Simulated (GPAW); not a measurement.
# Al K-edge XANES of Al2Ru (I4/mmm), part 3 of 3

Aim: the dependence of the Al K near-edge features of Al2Ru (I4/mmm) on volume.

GPAW 26.7.0; X-ray absorption from dipole matrix elements to empty bands, plane-wave PAW LDA.

So far. Step 4 (Spectrum with XCH, Al atom 2): The total-energy difference is 1563.37 eV. One term is added: -13.88 eV, since the hole is spin-paired here and a spin-polarised one costs that much less in the free atom (computed apart). The photon energy is then 1549.49 eV. The tabulated edge of the element is 1559 eV. The functional leaves an error in such absolute values: in the free atom LDA prices this hole 7.2 eV below PBE (computed apart), and PBE is itself good to a few eV.

## (7) Reference energy of the supercell

Level of this step: plane-wave PAW DFT, LDA, self-consistent field (GPAW).

The cell and mesh change for the next run, so it gets a reference energy of its own.

The cell differs from the one that the last finished run ended in (a 6.361 → 6.558 Å, b 6.361 → 6.558 Å, c 6.361 → 6.558 Å).

File scf.py:

```python
import numpy as np
from ase import Atoms
from ase.parallel import parprint, paropen
from gpaw import GPAW, PW, FermiDirac, Mixer, MixerDif, setup_paths
from gpaw.test import gen
setup_paths.insert(0, '.')
gen('Al', name='nch1s', xcname='LDA', corehole=(1, 0, 0), write_xml=True)
from gpaw.mpi import world
world.barrier()

atoms = Atoms('Ru5Al10',
    cell=[[1.57587234, 4.72761703, -4.26360836],
     [4.72761703, -1.57587234, -4.26360836],
     [-1.57587234, -4.72761703, -4.26360836]],
    scaled_positions=[[0, 0, 0],
     [0.2, 0.4, 0.4],
     [0.6, 0.2, 0.2],
     [0.4, 0.8, 0.8],
     [0.8, 0.6, 0.6],
     [0.65920219, 0, 0.65920219],
     [0.85920219, 0.4, 0.05920219],
     [0.25920219, 0.2, 0.85920219],
     [0.05920219, 0.8, 0.45920219],
     [0.45920219, 0.6, 0.25920219],
     [0.34079781, 0, 0.34079781],
     [0.54079781, 0.4, 0.74079781],
     [0.94079781, 0.2, 0.54079781],
     [0.74079781, 0.8, 0.14079781],
     [0.14079781, 0.6, 0.94079781]],
    pbc=True)
atoms.calc = calc = GPAW(legacy_gpaw=True, mode=PW(430), xc='LDA', setups={5: 'nch1s'},
    kpts={'size': (3, 3, 3), 'gamma': True}, occupations=FermiDirac(0.1),
    charge=0, mixer=Mixer(0.1, 5, 50), maxiter=150,
    convergence={'density': 0.0001}, txt='scf.txt')
energy = atoms.get_potential_energy() + calc.get_reference_energy()
ef = calc.get_fermi_level()
out = dict(energy=energy, fermi=ef, forces=atoms.get_forces().tolist())
parprint(f'all-electron energy {energy:.4f} eV, Fermi level {ef:.4f} eV')
ev = np.array([[calc.get_eigenvalues(k, s) for k in range(len(calc.get_ibz_k_points()))] for s in range(calc.get_number_of_spins())])
out['homo'], out['lumo'], out['counts'] = ev[ev < ef].max(), ev[ev > ef].min(), sorted(set((ev < ef).sum((0, 2)).tolist()))
out['filled'] = (ev[:, 0] < ef).sum(1).tolist()
import json
with paropen('out.json', 'w') as f:
    json.dump(out, f)
```

Started as:

```
> OMP_NUM_THREADS=1 mpirun -n 2 gpaw python scf.py
```

Numbers of over 12 decimals in the logs are rounded to 6 here.

Log:

```text
Input parameters:
  convergence: {density: 0.0001}
  kpts: {gamma: True,
         size: (3, 3, 3)}
  maxiter: 150
  mixer: {backend: pulay,
          beta: 0.1,
          method: separate,
          nmaxold: 5,
          weight: 50}
  mode: {ecut: 430.0,
         name: pw}
  occupations: {fixmagmom: False,
                name: fermi-dirac,
                width: 0.1}
  setups: {5: nch1s}

Initialize ...

[...]
3s(2) :    -0.287726     1.053448
*s    :     0.712274
3p(1) :    -0.102289     0.999482
*p    :     0.897711
*d    :     0.000000
--------------------------------

Diagonalizing with gridspacing h=0.050

state   all-electron     PAW
-------------------------------
3s:      -0.287726    -0.287811
3p:      -0.102289    -0.102345
*d:                    0.027274
*f:                    0.064816
-------------------------------
all-electron energy -681507.2260 eV, Fermi level 9.3926 eV
[key lines of the parts left out:]
Converged after 16 iterations.
Dipole moment: (0.000000, -0.000000, -0.000000) |e|*Ang
Free energy:   -105.972860
Fermi level: 9.39262
```

Run time: 30 s. Hardware: 2 MPI ranks of Arm Neoverse V1, shared host; peak memory 0.29 GiB; 59 s of CPU time.

Reference energy: -681507.226 eV with the cores included.

## (8) Spectrum with XCH, Al atom 2

Shorter bonds are expected to push antibonding states and scattering resonances up, and longer ones down; the cell is scaled to test that.

Changed against the first core-hole run: volume scale from 1 to 1.03; the field's mesh follows (4×4×4 to 3×3×3).

File xas.py:

```python
import numpy as np
from ase import Atoms
from ase.parallel import parprint, paropen
from gpaw import GPAW, PW, FermiDirac, Mixer, MixerDif, setup_paths
from gpaw.test import gen
setup_paths.insert(0, '.')
gen('Al', name='fch1s', xcname='LDA', corehole=(1, 0, 1), write_xml=True)
from gpaw.mpi import world
world.barrier()

atoms = Atoms('Ru5Al10',
    cell=[[1.57587234, 4.72761703, -4.26360836],
     [4.72761703, -1.57587234, -4.26360836],
     [-1.57587234, -4.72761703, -4.26360836]],
    scaled_positions=[[0, 0, 0],
     [0.2, 0.4, 0.4],
     [0.6, 0.2, 0.2],
     [0.4, 0.8, 0.8],
     [0.8, 0.6, 0.6],
     [0.65920219, 0, 0.65920219],
     [0.85920219, 0.4, 0.05920219],
     [0.25920219, 0.2, 0.85920219],
     [0.05920219, 0.8, 0.45920219],
     [0.45920219, 0.6, 0.25920219],
     [0.34079781, 0, 0.34079781],
     [0.54079781, 0.4, 0.74079781],
     [0.94079781, 0.2, 0.54079781],
     [0.74079781, 0.8, 0.14079781],
     [0.14079781, 0.6, 0.94079781]],
    pbc=True)
atoms.calc = calc = GPAW(legacy_gpaw=True, mode=PW(430), xc='LDA', setups={5: 'fch1s'},
    kpts={'size': (3, 3, 3), 'gamma': True}, occupations=FermiDirac(0.1),
    charge=-1, mixer=Mixer(0.1, 5, 50), maxiter=150,
    convergence={'density': 0.0001}, txt='scf.txt')
energy = atoms.get_potential_energy() + calc.get_reference_energy()
ef = calc.get_fermi_level()
out = dict(energy=energy, fermi=ef, forces=atoms.get_forces().tolist())
parprint(f'all-electron energy {energy:.4f} eV, Fermi level {ef:.4f} eV')
ev = np.array([[calc.get_eigenvalues(k, s) for k in range(len(calc.get_ibz_k_points()))] for s in range(calc.get_number_of_spins())])
out['homo'], out['lumo'], out['counts'] = ev[ev < ef].max(), ev[ev > ef].min(), sorted(set((ev < ef).sum((0, 2)).tolist()))
out['filled'] = (ev[:, 0] < ef).sum(1).tolist()

from ase.units import Ha
from gpaw.xas import dipole_matrix_elements
nb = int(calc.get_number_of_electrons() / 2) + 154
top, nb = nb, nb + 8 + nb // 12
nscf = calc.fixed_density(kpts={'size': (4, 4, 4), 'gamma': True}, nbands=nb,
    convergence={'bands': top, 'eigenstates': 1e-5}, maxiter=60, txt='nscf.txt')
cell = atoms.cell.array
ops = [cell.T @ U.T @ np.linalg.inv(cell.T) for U in nscf.wfs.kd.symmetry.op_scc]
E = np.arange(-6, 34, 0.1)
fwhm = np.interp(E, [4, 25], [0.9, 3.5])
Y, X, zero, highest = 0, 0, 1e9, 1e9
for spin in range(nscf.get_number_of_spins()):
    wfs = nscf.wfs
    A = dipole_matrix_elements(wfs.setups[5])
    eps = np.zeros((wfs.kd.nibzkpts, nb))
    d = np.zeros((3, A.shape[1], wfs.kd.nibzkpts, nb), complex)
    for kpt in wfs.kpt_u:
        if kpt.s == spin and 5 in kpt.P_ani:
            eps[kpt.k] = kpt.eps_n * Ha
            d[:, :, kpt.k] = (kpt.weight * wfs.nspins / 2) ** 0.5 * np.inner(A, kpt.P_ani[5])
    world.sum(eps)
    world.sum(d)
    T = np.einsum('amkn,bmkn->abkn', d, d.conj()).real
    T = sum(np.einsum('ai,ijkn,bj->abkn', R, T, R) for R in ops) / len(ops)
    empty = eps > ef
    zero, highest = min(zero, eps[empty].min()), min(highest, eps[:, top - 1].min())
    lines = [(eps, T, empty)] if spin == 0 else lines + [(eps, T, empty)]
for eps, T, empty in lines:
    f = np.einsum('aakn->akn', T).reshape(3, -1)
    x = eps.ravel() - zero
    w = np.interp(x, E, fwhm) / 2.35482
    g = np.exp(-0.5 * ((E[:, None] - x) / w) ** 2) / (w * (2 * np.pi) ** 0.5)
    Y = Y + (f * empty.ravel()) @ g.T
    X = X + (f * ~empty.ravel()) @ g.T
out.update(E=E.round(2).tolist(), xas=Y.tolist(), xes=X.tolist(), zero=zero, valid=highest - zero, nk=len(eps), nb=nb)
for i in range(0, len(E), 10):
    parprint(f'{E[i]:7.2f}', *(f'{v:10.3e}' for v in Y[:, i]))
import json
with paropen('out.json', 'w') as f:
    json.dump(out, f)
```

Started as:

```
> OMP_NUM_THREADS=1 mpirun -n 2 gpaw python xas.py
```

Log:

```text
Input parameters:
  charge: -1
  convergence: {density: 0.0001}
  kpts: {gamma: True,
         size: (3, 3, 3)}
  maxiter: 150
  mixer: {backend: pulay,
          beta: 0.1,
          method: separate,
          nmaxold: 5,
          weight: 50}
  mode: {ecut: 430.0,
         name: pw}
  occupations: {fixmagmom: False,
                name: fermi-dirac,
                width: 0.1}
  setups: {5: fch1s}

Initialize ...

[...]
*p    :     0.562239
*d    :     0.000000
--------------------------------

Diagonalizing with gridspacing h=0.050

state   all-electron     PAW
-------------------------------
3s:      -0.683483    -0.683641
3p:      -0.437761    -0.437937
*d:                   -0.137096
*f:                   -0.021062
-------------------------------
all-electron energy -679943.8231 eV, Fermi level 9.7661 eV
[...]
32.00  6.796e-06  6.796e-06  6.630e-06
  33.00  6.841e-06  6.841e-06  6.980e-06
[key lines of the parts left out:]
Converged after 19 iterations.
Dipole moment: (0.000000, -0.000000, -0.026165) |e|*Ang
Free energy:   -115.660821
Fermi level: 9.76610
```

The job ended after 4 min (2 MPI ranks; peak memory 0.49 GiB; 7.9 min of CPU time).

```tsv
E (eV)	first run	this run
-2.0	0.00	0.00
-1.0	0.00	0.00
0.0	0.26	0.27
1.0	0.54	0.56
2.0	0.88	0.94
3.0	1.34	1.36
4.0	1.17	1.21
5.0	1.39	1.43
6.0	1.16	1.13
7.0	1.03	1.07
8.0	1.46	1.54
9.0	1.41	1.32
10.0	1.11	1.09
11.0	1.08	1.07
12.0	1.03	1.00
13.0	0.93	0.91
14.0	0.90	0.90
15.0	0.89	0.87
16.0	0.83	0.80
17.0	0.77	0.75
18.0	0.76	0.75
19.0	0.74	0.72
20.0	0.68	0.67
21.0	0.66	0.67
22.0	0.67	0.69
23.0	0.70	0.71
24.0	0.72	0.72
25.0	0.73	0.72
26.0	0.72	0.70
27.0	0.70	0.69
28.0	0.68	0.69
29.0	0.69	0.71
30.0	0.72	0.77
31.0	0.80	0.85
32.0	0.88	0.91
```

Against the first run the r.m.s. difference is 4 %. The highest intensity below 16 eV goes from 8.4 eV (1.56) to 8.2 eV (1.58).

The photon energy of the zero moves by +0.04 eV.

## (9) Supercell without a hole, the energy reference

The cell changes for the next run, so it gets a reference energy of its own.

The cell differs from the one that the last finished run ended in (a 6.558 → 6.621 Å, b 6.558 → 6.621 Å, c 6.558 → 6.621 Å).

Changes to scf.py since step 7:

```diff
@@ -11,5 +11,5 @@
 atoms = Atoms('Ru5Al10',
-    cell=[[1.57587234, 4.72761703, -4.26360836],
-     [4.72761703, -1.57587234, -4.26360836],
-     [-1.57587234, -4.72761703, -4.26360836]],
+    cell=[[1.59102589, 4.77307768, -4.30460711],
+     [4.77307768, -1.59102589, -4.30460711],
+     [-1.59102589, -4.77307768, -4.30460711]],
     scaled_positions=[[0, 0, 0],
```

Started as:

```
> OMP_NUM_THREADS=1 mpirun -n 2 gpaw python scf.py
```

Log:

```text
Input parameters:
  convergence: {density: 0.0001}
  kpts: {gamma: True,
         size: (3, 3, 3)}
  maxiter: 150
  mixer: {backend: pulay,
          beta: 0.1,
          method: separate,
          nmaxold: 5,
          weight: 50}
  mode: {ecut: 430.0,
         name: pw}
  occupations: {fixmagmom: False,
                name: fermi-dirac,
                width: 0.1}
  setups: {5: nch1s}

Initialize ...

[...]
3s(2) :    -0.287726     1.053448
*s    :     0.712274
3p(1) :    -0.102289     0.999482
*p    :     0.897711
*d    :     0.000000
--------------------------------

Diagonalizing with gridspacing h=0.050

state   all-electron     PAW
-------------------------------
3s:      -0.287726    -0.287811
3p:      -0.102289    -0.102345
*d:                    0.027274
*f:                    0.064816
-------------------------------
all-electron energy -681506.8115 eV, Fermi level 9.0239 eV
[key lines of the parts left out:]
Converged after 16 iterations.
Dipole moment: (0.000000, 0.000000, -0.000000) |e|*Ang
Free energy:   -105.561148
Fermi level: 9.02389
```

Run time: 30 s. Hardware: 2 MPI ranks; peak memory 0.29 GiB.

Reference energy: -681506.811 eV with the cores included.

## (10) Spectrum with XCH, Al atom 2

Shorter bonds are expected to push antibonding states and scattering resonances up, and longer ones down; the cell is scaled to test that.

Changed against the first core-hole run: volume scale from 1 to 1.06; the field's mesh follows (4×4×4 to 3×3×3).

Changes to xas.py since step 8:

```diff
@@ -11,5 +11,5 @@
 atoms = Atoms('Ru5Al10',
-    cell=[[1.57587234, 4.72761703, -4.26360836],
-     [4.72761703, -1.57587234, -4.26360836],
-     [-1.57587234, -4.72761703, -4.26360836]],
+    cell=[[1.59102589, 4.77307768, -4.30460711],
+     [4.77307768, -1.59102589, -4.30460711],
+     [-1.59102589, -4.77307768, -4.30460711]],
     scaled_positions=[[0, 0, 0],
@@ -44,3 +44,3 @@
 from gpaw.xas import dipole_matrix_elements
-nb = int(calc.get_number_of_electrons() / 2) + 154
+nb = int(calc.get_number_of_electrons() / 2) + 157
 top, nb = nb, nb + 8 + nb // 12
```

Started as:

```
> OMP_NUM_THREADS=1 mpirun -n 2 gpaw python xas.py
```

Log:

```text
Input parameters:
  charge: -1
  convergence: {density: 0.0001}
  kpts: {gamma: True,
         size: (3, 3, 3)}
  maxiter: 150
  mixer: {backend: pulay,
          beta: 0.1,
          method: separate,
          nmaxold: 5,
          weight: 50}
  mode: {ecut: 430.0,
         name: pw}
  occupations: {fixmagmom: False,
                name: fermi-dirac,
                width: 0.1}
  setups: {5: fch1s}

Initialize ...

[...]
*p    :     0.562239
*d    :     0.000000
--------------------------------

Diagonalizing with gridspacing h=0.050

state   all-electron     PAW
-------------------------------
3s:      -0.683483    -0.683641
3p:      -0.437761    -0.437937
*d:                   -0.137096
*f:                   -0.021062
-------------------------------
all-electron energy -679943.3561 eV, Fermi level 9.3836 eV
[...]
32.00  6.798e-06  6.798e-06  6.873e-06
  33.00  6.691e-06  6.691e-06  7.061e-06
[key lines of the parts left out:]
Converged after 17 iterations.
Dipole moment: (0.000000, -0.000000, -0.024702) |e|*Ang
Free energy:   -115.196715
Fermi level: 9.38360
```

Run time: 4.1 min. Hardware: 2 MPI ranks; peak memory 0.5 GiB; 8.2 min of CPU time.

```tsv
E (eV)	first run	this run
-2.0	0.00	0.00
-1.0	0.00	0.00
0.0	0.26	0.27
1.0	0.54	0.57
2.0	0.88	1.01
3.0	1.34	1.37
4.0	1.17	1.25
5.0	1.39	1.45
6.0	1.16	1.10
7.0	1.03	1.14
8.0	1.46	1.59
9.0	1.41	1.25
10.0	1.11	1.09
11.0	1.08	1.05
12.0	1.03	0.97
13.0	0.93	0.90
14.0	0.90	0.90
15.0	0.89	0.85
16.0	0.83	0.77
17.0	0.77	0.74
18.0	0.76	0.74
19.0	0.74	0.70
20.0	0.68	0.67
21.0	0.66	0.68
22.0	0.67	0.70
23.0	0.70	0.72
24.0	0.72	0.73
25.0	0.73	0.71
26.0	0.72	0.69
27.0	0.70	0.69
28.0	0.68	0.70
29.0	0.69	0.74
30.0	0.72	0.81
31.0	0.80	0.88
32.0	0.88	0.92
```

Against the first run the r.m.s. difference is 7 %. The highest intensity below 16 eV goes from 8.4 eV (1.56) to 8.0 eV (1.59).

The photon energy of the zero moves by +0.09 eV.

## (11) The volumes side by side

```tsv
volume	nearest distance (Å)	shift of the zero (eV)	maximum 1 (eV above own zero)	maximum 2 (eV above own zero)	maximum 3 (eV above own zero)
0.94	2.531	-0.12	2.9	5.4	8.8
1	2.584	+0.00	2.8	5.1	8.4
1.03	2.610	+0.04	2.7	5.0	8.2
1.06	2.635	+0.09	2.7	4.9	8.0
```

The curves, each shifted by its zero's change so that they share one photon-energy axis, counted from the zero at V × 1:

```tsv
E (eV)	V × 0.94	V × 1	V × 1.03	V × 1.06
-2.0	0.00	0.00	0.00	0.00
-1.0	0.01	0.00	0.00	0.00
0.0	0.30	0.26	0.25	0.22
1.0	0.53	0.54	0.55	0.56
2.0	0.86	0.88	0.91	0.93
3.0	1.27	1.34	1.37	1.40
4.0	1.13	1.17	1.20	1.23
5.0	1.32	1.39	1.43	1.46
6.0	1.19	1.16	1.13	1.12
7.0	1.01	1.03	1.06	1.11
8.0	1.29	1.46	1.53	1.58
9.0	1.49	1.41	1.34	1.28
10.0	1.16	1.11	1.10	1.09
11.0	1.08	1.08	1.07	1.05
12.0	1.09	1.03	1.00	0.97
13.0	0.98	0.93	0.91	0.90
14.0	0.90	0.90	0.90	0.90
15.0	0.91	0.89	0.88	0.85
16.0	0.88	0.83	0.80	0.77
17.0	0.82	0.77	0.75	0.74
18.0	0.78	0.76	0.75	0.74
19.0	0.77	0.74	0.72	0.70
20.0	0.72	0.68	0.67	0.67
21.0	0.66	0.66	0.67	0.68
22.0	0.65	0.67	0.69	0.70
23.0	0.67	0.70	0.71	0.72
24.0	0.69	0.72	0.72	0.73
25.0	0.72	0.73	0.72	0.71
26.0	0.74	0.72	0.70	0.70
27.0	0.72	0.70	0.69	0.69
28.0	0.69	0.68	0.69	0.70
29.0	0.67	0.69	0.71	0.73
30.0	0.67	0.72	0.76	0.80
31.0	0.70	0.80	0.84	0.88
32.0	0.78	0.88	0.91	0.92
```

## (12) Results

```json
{
  "absorber and edge": "Al K, atom 2 of the ground-state input (counted from 1)",
  "surroundings": "4 Ru at 2.58 Å, 5 Al at 2.69 Å, 1 Ru at 2.88 Å and 4 Al at 3.12 Å (14-fold, site symmetry 4mm)",
  "highest intensity below 16 eV": "8.4 eV above the zero, height 1.56",
  "photon energy of the zero, with the added terms": "1549.5 eV (raw 1563.4 eV; LDA puts this hole about 7 eV below PBE, itself good to a few eV)"
}
```

**Reading.** From V × 0.94 to V × 1.06 the nearest distance grows by 0.103 Å and the zero moves by +0.21 eV. Above their own zero, the maxima move from 2.9 to 2.7 eV, from 5.4 to 4.9 eV and from 8.8 to 8.0 eV. The Al K edge of atom 2, with 4 Ru at 2.58 Å, 5 Al at 2.69 Å, 1 Ru at 2.88 Å and 4 Al at 3.12 Å (14-fold, site symmetry 4mm), has its highest intensity of the first 16 eV at 8.4 eV above the zero, near 1558 eV in photon energy (LDA puts this hole about 7 eV below PBE, itself good to a few eV), 1.6 times the mean level of the first 20 eV (Gaussian full width 0.9 eV up to 4 eV, rising linearly to 3.5 eV at 25 eV). At the Al K edge of atom 2 polarisation matters most near 2.5 eV, where the curves differ by 0.6 on this scale. The mesh is coarse (0.32 Å⁻¹ between points), so small maxima may be mesh ripples. Lifetime broadening is put in by hand, and intensities beyond about 20 eV depend on it and on the partial waves; weight that the partial waves miss at high energy is lost. The structure is a computed Materials Project entry and may be a hypothetical form.

[Banner, clock and machine lines of the logs are left out without a mark of their own.]

[Logs are printed without paths, hosts, clocks, repeated set-up lines and the standing remarks that a program may print on its own settings, such as how far it seeks lower states.]

[Hosts, paths, dates, database ids (printed as entryN), source tags and the programs' standing remarks are cut or masked in the printed files.]

[Lists of maxima count a maximum above −3 eV only where it reaches 4 % of the highest in the window and stands out from its surroundings by 2 % of it (1.5 % where it reaches 55 %); shoulders and weaker maxima are passed over, and of the rest the first, up to two pre-edge ones and the few strongest are named.]
